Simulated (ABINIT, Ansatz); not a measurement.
**Cs2NaAlH6 (Fm-3m): G0W0 on several meshes in ABINIT**

Aim: the GW shift of Cs2NaAlH6 (Fm-3m) against the k mesh.

Main program and level: ABINIT 10.8.3; LDA and many-body steps on it, plane waves.

## 1. The structure

The structure is cubic, space group Fm-3m (No. 225). The conventional cell has a = 8.626 Å, b = 8.626 Å, c = 8.626 Å, α = 90.00°, β = 90.00°, γ = 90.00°. Nearest to Cs lie 12 H at 3.07 Å. Na has 6 H at 2.51 Å nearest. Nearest to Al lie 6 H at 1.80 Å. Nearest to H lie 1 Al at 1.80 Å and 1 Na at 2.51 Å and 4 H at 2.55 Å and 4 Cs at 3.07 Å. Farther neighbours are not listed.

The cell and positions are those that the Materials Project relaxed with its own functionals (PBE, PBE+U or r2SCAN), kept fixed. Spin-orbit coupling is left out unless a step names it.

## 2. Empty states on the mesh, 2×2×2 mesh, 304 bands

This step: ABINIT 10.8.3; DFT, LDA, plane waves, norm-conserving pseudopotentials.

The sums over transitions need many empty states on a uniform mesh; this step solves for them.

File run.abi:

```
acell 3*1.0 Angstrom
rprim 
  -0.000000000000 4.312959000000 4.312959000000
  4.312959000000 -0.000000000000 4.312959000000
  4.312959000000 4.312959000000 -0.000000000000
ntypat 4
znucl 55 11 13 1
natom 10
typat 1 1 2 3 4 4 4 4 4 4
xred 
  0.250000000000 0.250000000000 0.250000000000
  0.750000000000 0.750000000000 0.750000000000
  0.500000000000 0.500000000000 0.500000000000
  -0.000000000000 -0.000000000000 0.000000000000
  0.208755000000 0.791245000000 0.791245000000
  0.208755000000 0.791245000000 0.208755000000
  0.791245000000 0.208755000000 0.791245000000
  0.791245000000 0.791245000000 0.208755000000
  0.208755000000 0.208755000000 0.791245000000
  0.791245000000 0.208755000000 0.208755000000
pp_dirpath "pseudos"
pseudos "Cs.upf, Na.upf, Al.upf, H.upf"
ecut 38
ngkpt 2 2 2
nshiftk 1
shiftk 0 0 0
kptopt 1
chksymbreak 0
iscf -2
irdden 1
istwfk *1
nband 304
nbdbuf 26
tolwfr 1e-09
nstep 60
prtvol 0
indata_prefix "in"
outdata_prefix "out"
tmpdata_prefix "tmp"
```

Started as:

```bash
$ OMP_NUM_THREADS=1 mpirun -n 4 abinit run.abi > log
```

Numbers of over 12 decimals in the logs are rounded to 6 here.

What it wrote:

```text
.Version 10.8.3 of ABINIT. v10.8.2 released Aug 2026.

 Symmetries : space group Fm -3 m (#225); Bravais cF (face-center cubic)
[... echo of the input left out ...]
== DATASET  1 ==================================================================
-   mpi_nproc: 4, omp_nthreads: 1 (-1 if OMP is not activated)
-    --> not optimal distribution: autoparal keyword recommended in input file <--

--- !DatasetInfo
iteration_state: {dtset: 1, }
dimensions: {natom: 10, nkpt: 3, mband: 304, nsppol: 1, nspinor: 1, nspden: 1, mpw: 12150, }
cutoff_energies: {ecut:  38.0, pawecutdg:  -1.0, }
[...]
2.79269    2.79270    2.79270    2.79788    2.79788    2.79788    2.79960    2.79960
   2.79960    2.83174    2.83176    2.85087    2.85092    2.85132    2.86119    2.89685
 prteigrs : prtvol=0 or 1, do not print more k-points.

== END DATASET(S) ==============================================================
================================================================================

 -outvars: echo values of variables after computation  --------
            nband         304
             nkpt           3
          spgroup         225
 [... the other variables as echoed above ...]

 Calculation completed.
```

It took 6 min on 4 MPI ranks of Arm Neoverse N1, shared host; peak memory 0.68 GiB.

Numbers from this step:

* gap: 1.756 eV
* k of the valence top: 0.5, 0.5, 0
* k of the conduction bottom: 0, 0, 0
* least direct gap: 2.221 eV
* k points computed: 3
* lowest point of the top converged band, above the valence top: 70.9311 eV

On this mesh the gap is 1.756 eV.

The density comes from a self-consistent run that is not shown.

## 3. Screening, 2×2×2 mesh, 124 bands, screening to 114.3 eV

The RPA dielectric matrix is built and inverted for each q.

This step: RPA screening on LDA, plane waves, norm-conserving pseudopotentials.

Edit run.abi of step 2 so:

```diff
@@ -28,10 +28,11 @@
 chksymbreak 0
-iscf -2
-irdden 1
 istwfk *1
-nband 304
-nbdbuf 26
-tolwfr 1e-09
-nstep 60
-prtvol 0
+occopt 1
+irdwfk 1
+optdriver 3
+nband 124
+ecuteps 4.2
+inclvkb 2
+awtr 1
+symchi 1
 indata_prefix "in"
```

What it wrote:

```text
.Version 10.8.3 of ABINIT. v10.8.2 released Aug 2026.

 Symmetries : space group Fm -3 m (#225); Bravais cF (face-center cubic)
[... echo of the input left out ...]
== DATASET  1 ==================================================================
-   mpi_nproc: 4, omp_nthreads: 1 (-1 if OMP is not activated)

--- !DatasetInfo
iteration_state: {dtset: 1, }
dimensions: {natom: 10, nkpt: 3, mband: 124, nsppol: 1, nspinor: 1, nspden: 1, mpw: 12150, }
cutoff_energies: {ecut:  38.0, pawecutdg:  -1.0, }
electrons: {nelect:   3.60000000E+01, charge:   0.00000000E+00, occopt:   1.00000000E+00, tsmear:   1.00000000E-02, }

 SCREENING: Calculation of the susceptibility and dielectric matrices

 Based on a program developped by R.W. Godby, V. Olevano, G. Onida, and L. Reining.
 Incorporated in ABINIT by V. Olevano, G.-M. Rignanese, and M. Torrent.
.Using double precision arithmetic ; gwpc =  8

[... cell and pseudopotentials left out ...]
--------------------------------------------------------------------------------

 ==== K-mesh for the wavefunctions ====
 Number of points in the irreducible wedge :     3
[... list of points left out ...]
 Together with 48 symmetry operations and time-reversal symmetry
 yields     8 points in the full Brillouin Zone.

 ==== Q-mesh for the screening function ====
 Number of points in the irreducible wedge :     3
[... list of points left out ...]
 Together with 48 symmetry operations and time-reversal symmetry
 yields     8 points in the full Brillouin Zone.

 setmesh: FFT mesh size selected  =    45x   45x   45
          total number of points  =        91125

 vcoul_init : cutoff-mode = AUXILIARY_FUNCTION
 q-points for optical limit:   1
     1)      0.000010    0.000020    0.000030

- screening: taking advantage of time-reversal symmetry
- Maximum band index for partially occupied states nbvw = 18
- Remaining bands to be divided among processors   nbcw = 106
- Number of bands treated by each node ~26

 Number of electrons calculated from density =   36.0000; Expected =   36.0000
 average of density, n =  0.033247
 r_s =    1.9292
 omega_plasma =   17.5886 [eV]

 calculating chi0 at frequencies [eV] :
  1    0.000000E+00    0.000000E+00
  2    0.000000E+00    1.758857E+01

--------------------------------------------------------------------------------
  q-point number  1        q = ( 0.000000, 0.000000, 0.000000) [r.l.u.]
--------------------------------------------------------------------------------
[... chi0 elements left out ...]
 For q-point:  0.000010 0.000020 0.000030
  dielectric constant =   4.3816
  dielectric constant without local fields =   5.0376

  Average fulfillment of the sum rule on Im[epsilon] for q-point    1 :     62.97  [%]
[... wings left out ...]
  q-point number  2        q = ( 0.500000, 0.000000, 0.000000) [r.l.u.]
--------------------------------------------------------------------------------
[... chi0 elements left out ...]
  Average fulfillment of the sum rule on Im[epsilon] for q-point    2 :     69.67  [%]

 [... 1 further q-points ...]
```

The job ended after 57 s (4 MPI ranks; peak memory 2.2 GiB; 3.8 min of CPU time).

This step gave:

```
ε∞ with local fields, on this mesh, along the program's q direction : 4.382
the same without local fields                                       : 5.038
plasma frequency                                                    : 17.59 eV
plane waves in the screening matrix                                 : 459
```

Local fields lower ε∞ by 13 %. On a Γ-centred mesh this coarse the value itself is usually too large, while a short band sum pulls it down.

## 4. 2×2×2

The self-energy is evaluated for the states that the input lists, and the levels follow from it, in one-shot runs by the linearised quasiparticle equation.

This step: G0W0 on LDA, plane waves, norm-conserving pseudopotentials.

Edit run.abi of step 3 so:

```diff
@@ -31,8 +31,17 @@
 irdwfk 1
-optdriver 3
+optdriver 4
 nband 124
+gwcalctyp 0
+ecutsigx 38
+symsigma 1
+nkptgw 2
+kptgw 
+  0.5000000000 0.5000000000 0.0000000000
+  0.0000000000 0.0000000000 0.0000000000
+bdgw 
+  17 20
+  17 22
 ecuteps 4.2
-inclvkb 2
-awtr 1
-symchi 1
+irdscr 1
+ppmodel 1
 indata_prefix "in"
```

What it wrote:

```text
.Version 10.8.3 of ABINIT. v10.8.2 released Aug 2026.

 Symmetries : space group Fm -3 m (#225); Bravais cF (face-center cubic)
[... echo of the input left out ...]
== DATASET  1 ==================================================================
-   mpi_nproc: 4, omp_nthreads: 1 (-1 if OMP is not activated)

--- !DatasetInfo
iteration_state: {dtset: 1, }
dimensions: {natom: 10, nkpt: 3, mband: 124, nsppol: 1, nspinor: 1, nspden: 1, mpw: 12150, }
cutoff_energies: {ecut:  38.0, pawecutdg:  -1.0, }
electrons: {nelect:   3.60000000E+01, charge:   0.00000000E+00, occopt:   1.00000000E+00, tsmear:   1.00000000E-02, }

 SIGMA: Calculation of the GW corrections

 Based on a program developped by R.W. Godby, V. Olevano, G. Onida, and L. Reining.
 Incorporated in ABINIT by V. Olevano, G.-M. Rignanese, and M. Torrent.
.Using double precision arithmetic ; gwpc =  8

[... cell and pseudopotentials left out ...]
--------------------------------------------------------------------------------

 ==== K-mesh for the wavefunctions ====
 Number of points in the irreducible wedge :     3
[... list of points left out ...]
 Together with 48 symmetry operations and time-reversal symmetry
 yields     8 points in the full Brillouin Zone.

 ==== Q-mesh for screening function ====
 Number of points in the irreducible wedge :     3
[... list of points left out ...]
 Together with 48 symmetry operations and time-reversal symmetry
 yields     8 points in the full Brillouin Zone.

 vcoul_init : cutoff-mode = AUXILIARY_FUNCTION
 q-points for optical limit:   1
     1)      0.000010    0.000020    0.000030
 setmesh: FFT mesh size selected  =    64x   64x   64
          total number of points  =       262144

 Number of electrons calculated from density =   36.0000; Expected =   36.0000
 average of density, n =  0.033247
 r_s =    1.9292
 omega_plasma =   17.5886 [eV]

 === KS Band Gaps ===
  >>>> For spin  1
   Minimum direct gap =   2.2207 [eV], located at k-point      :   0.0000  0.0000  0.0000
   Fundamental gap    =   1.7564 [eV], Top of valence bands at :   0.5000  0.5000  0.0000
                                       Bottom of conduction at :   0.0000  0.0000  0.0000
 SIGMA fundamental parameters:
 PLASMON POLE MODEL  1
 number of plane-waves for SigmaX                12039
 number of plane-waves for SigmaC and W            459
 number of plane-waves for wavefunctions         12039
 number of bands                                   124
 number of independent spin polarizations            1
 number of spinorial components                      1
 number of k-points in IBZ                           3
 number of q-points in IBZ                           3
 number of symmetry operations                      48
 number of k-points in BZ                            8
 number of q-points in BZ                            8
 number of frequencies for dSigma/dE                 9
 frequency step for dSigma/dE [eV]                0.25
 number of omega for Sigma on real axis              0
 max omega for Sigma on real axis  [eV]           0.00
 zcut for avoiding poles [eV]                     0.10

 EPSILON^-1 parameters (SCR file):
 dimension of the eps^-1 matrix on file            459
 dimension of the eps^-1 matrix used               459
 number of plane-waves for wavefunctions         12039
 number of bands                                   124
 number of q-points in IBZ                           3
 number of frequencies                               2
 number of real frequencies                          1
 number of imag frequencies                          1

 matrix elements of self-energy operator (all in [eV])

 Perturbative Calculation

--- !SelfEnergy_ee
iteration_state: {dtset: 1, }
kpoint     : [   0.500,    0.500,    0.000, ]
spin       : 1
KS_gap     :    3.447
QP_gap     :    5.327
Delta_QP_KS:    1.880
data: !SigmaeeData |
     Band     E0 <VxcDFT>   SigX SigC(E0)      Z dSigC/dE  Sig(E)    E-E0       E
       17   0.877 -10.223 -12.979   1.886   0.792  -0.263 -10.912  -0.689   0.188
       18   1.987 -10.799 -13.728   2.013   0.788  -0.269 -11.522  -0.722   1.265
       19   5.434  -7.988  -3.458  -3.140   0.833  -0.200  -6.830   1.158   6.592
       20   6.366  -8.237  -3.582  -3.202   0.830  -0.205  -7.031   1.206   7.572

--- !SelfEnergy_ee
iteration_state: {dtset: 1, }
kpoint     : [   0.000,    0.000,    0.000, ]
spin       : 1
KS_gap     :    2.221
QP_gap     :    3.979
Delta_QP_KS:    1.758
data: !SigmaeeData |
     Band     E0 <VxcDFT>   SigX SigC(E0)      Z dSigC/dE  Sig(E)    E-E0       E
       17   1.523 -10.340 -13.117   1.913   0.790  -0.265 -11.023  -0.683   0.840
       18   1.523 -10.340 -13.117   1.913   0.790  -0.265 -11.023  -0.683   0.840
       19   3.744  -8.104  -3.888  -2.920   0.830  -0.205  -7.029   1.075   4.819
       20   7.544  -8.602  -3.839  -3.306   0.821  -0.218  -7.406   1.196   8.740
       21   7.544  -8.602  -3.839  -3.306   0.821  -0.218  -7.406   1.196   8.740
       22   7.544  -8.602  -3.839  -3.306   0.821  -0.218  -7.406   1.196   8.740

== END DATASET(S) ==============================================================
================================================================================

 -outvars: echo values of variables after computation  --------
           etotal      0.0000000000E+00
            nband         124
             nkpt           3
          spgroup         225
 [... the other variables as echoed above ...]

 Calculation completed.
```

The job ended after 28 s (4 MPI ranks; peak memory 1.5 GiB; 1.9 min of CPU time).

This step gave:

* G0W0 gap on the points computed: 3.554 eV
* starting gap on the mesh: 1.756 eV
* k of the valence top: 0.5, 0.5, 0
* k of the conduction bottom: 0, 0, 0
* Z at the valence top: 0.788
* Z at the conduction bottom: 0.83
* least direct G0W0 gap on the computed points: 3.979 eV

The gap on the mesh goes from 1.76 eV to 3.55 eV, a correction of +1.80 eV.

## 5. Empty states on the mesh, 4×4×4 mesh, 136 bands

This step: DFT, LDA, plane waves, norm-conserving pseudopotentials.

Edit run.abi of step 4 so:

```diff
@@ -23,3 +23,3 @@
 ecut 38
-ngkpt 2 2 2
+ngkpt 4 4 4
 nshiftk 1
@@ -28,20 +28,10 @@
 chksymbreak 0
+iscf -2
+irdden 1
 istwfk *1
-occopt 1
-irdwfk 1
-optdriver 4
-nband 124
-gwcalctyp 0
-ecutsigx 38
-symsigma 1
-nkptgw 2
-kptgw 
-  0.5000000000 0.5000000000 0.0000000000
-  0.0000000000 0.0000000000 0.0000000000
-bdgw 
-  17 20
-  17 22
-ecuteps 4.2
-irdscr 1
-ppmodel 1
+nband 136
+nbdbuf 12
+tolwfr 1e-09
+nstep 60
+prtvol 0
 indata_prefix "in"
```

What it wrote:

```text
.Version 10.8.3 of ABINIT. v10.8.2 released Aug 2026.

 Symmetries : space group Fm -3 m (#225); Bravais cF (face-center cubic)
[... echo of the input left out ...]
== DATASET  1 ==================================================================
-   mpi_nproc: 4, omp_nthreads: 1 (-1 if OMP is not activated)

--- !DatasetInfo
iteration_state: {dtset: 1, }
dimensions: {natom: 10, nkpt: 8, mband: 136, nsppol: 1, nspinor: 1, nspden: 1, mpw: 12180, }
cutoff_energies: {ecut:  38.0, pawecutdg:  -1.0, }
[...]
1.35803    1.35803    1.35803    1.36347    1.36347    1.36347    1.38601    1.38601
   1.38601    1.40272    1.40781    1.40781    1.40781    1.44054    1.50314    1.50314
 prteigrs : prtvol=0 or 1, do not print more k-points.

== END DATASET(S) ==============================================================
================================================================================

 -outvars: echo values of variables after computation  --------
            nband         136
             nkpt           8
          spgroup         225
 [... the other variables as echoed above ...]

 Calculation completed.
```

It took 3.7 min on 4 MPI ranks; peak memory 0.64 GiB; 15 min of CPU time.

This step gave:

| Item | Value |
| --- | --- |
| gap | 1.756 eV |
| k of the valence top | 0.5, 0.5, 0 |
| k of the conduction bottom | 0, 0, 0 |
| least direct gap | 2.221 eV |
| k points computed | 8 |
| lowest point of the top converged band, above the valence top | 35.11 eV |

On this mesh the gap is 1.756 eV.

## 6. Screening, 4×4×4 mesh, 124 bands, screening to 114.3 eV

This step: RPA screening on LDA, plane waves, norm-conserving pseudopotentials.

Edit run.abi of step 5 so:

```diff
@@ -28,10 +28,11 @@
 chksymbreak 0
-iscf -2
-irdden 1
 istwfk *1
-nband 136
-nbdbuf 12
-tolwfr 1e-09
-nstep 60
-prtvol 0
+occopt 1
+irdwfk 1
+optdriver 3
+nband 124
+ecuteps 4.2
+inclvkb 2
+awtr 1
+symchi 1
 indata_prefix "in"
```

What it wrote:

```text
.Version 10.8.3 of ABINIT. v10.8.2 released Aug 2026.

 Symmetries : space group Fm -3 m (#225); Bravais cF (face-center cubic)
[... echo of the input left out ...]
== DATASET  1 ==================================================================
-   mpi_nproc: 4, omp_nthreads: 1 (-1 if OMP is not activated)

--- !DatasetInfo
iteration_state: {dtset: 1, }
dimensions: {natom: 10, nkpt: 8, mband: 124, nsppol: 1, nspinor: 1, nspden: 1, mpw: 12180, }
cutoff_energies: {ecut:  38.0, pawecutdg:  -1.0, }
electrons: {nelect:   3.60000000E+01, charge:   0.00000000E+00, occopt:   1.00000000E+00, tsmear:   1.00000000E-02, }

 SCREENING: Calculation of the susceptibility and dielectric matrices

 Based on a program developped by R.W. Godby, V. Olevano, G. Onida, and L. Reining.
 Incorporated in ABINIT by V. Olevano, G.-M. Rignanese, and M. Torrent.
.Using double precision arithmetic ; gwpc =  8

[... cell and pseudopotentials left out ...]
--------------------------------------------------------------------------------

 ==== K-mesh for the wavefunctions ====
 Number of points in the irreducible wedge :     8
[... list of points left out ...]
 Together with 48 symmetry operations and time-reversal symmetry
 yields    64 points in the full Brillouin Zone.

 ==== Q-mesh for the screening function ====
 Number of points in the irreducible wedge :     8
[... list of points left out ...]
 Together with 48 symmetry operations and time-reversal symmetry
 yields    64 points in the full Brillouin Zone.

 setmesh: FFT mesh size selected  =    45x   45x   45
          total number of points  =        91125

 vcoul_init : cutoff-mode = AUXILIARY_FUNCTION
 q-points for optical limit:   1
     1)      0.000010    0.000020    0.000030

- screening: taking advantage of time-reversal symmetry
- Maximum band index for partially occupied states nbvw = 18
- Remaining bands to be divided among processors   nbcw = 106
- Number of bands treated by each node ~26

 Number of electrons calculated from density =   36.0000; Expected =   36.0000
 average of density, n =  0.033247
 r_s =    1.9292
 omega_plasma =   17.5886 [eV]

 calculating chi0 at frequencies [eV] :
  1    0.000000E+00    0.000000E+00
  2    0.000000E+00    1.758857E+01

--------------------------------------------------------------------------------
  q-point number  1        q = ( 0.000000, 0.000000, 0.000000) [r.l.u.]
--------------------------------------------------------------------------------
[... chi0 elements left out ...]
 For q-point:  0.000010 0.000020 0.000030
  dielectric constant =   3.6580
  dielectric constant without local fields =   4.2335

  Average fulfillment of the sum rule on Im[epsilon] for q-point    1 :     62.92  [%]
[... wings left out ...]
  q-point number  2        q = ( 0.250000, 0.000000, 0.000000) [r.l.u.]
--------------------------------------------------------------------------------
[... chi0 elements left out ...]
  Average fulfillment of the sum rule on Im[epsilon] for q-point    2 :     74.84  [%]

 [... 6 further q-points ...]
```

The job ended after 8.2 min (4 MPI ranks; peak memory 3.7 GiB).

Numbers from this step:

```yaml
eps_infinity_with_local_fields_on_this_mesh_along_the_program_s_q_direction: 3.658
the_same_without_local_fields: 4.234
plasma_frequency: 17.59 eV
plane_waves_in_the_screening_matrix: 459
```

[end of part 1 of 2]

[Paths, hosts, dates, memory and timing lines, banners, echoed tables and standing remarks are left out of the program output.]

[Logs are printed without paths, hosts, clocks, repeated set-up lines and the standing remarks that a program may print on its own settings, such as how far it seeks lower states.]

[Runs of the session that timed out or met a known fault of the program may be left out.]

[Hosts, paths, dates, database ids (printed as entryN), source tags and the programs' standing remarks are cut or masked in the printed files.]

[G0W0 gaps are taken among the corrected bands and points alone; a level outside them can change the order at an edge.]

[Where Ansatz stands beside ABINIT at settings called matched, ABINIT's density can come from a denser mesh and the files from another edition; pairs whose starting gaps differed by over 0.03 eV were left out, so agreement reads better than it is.]
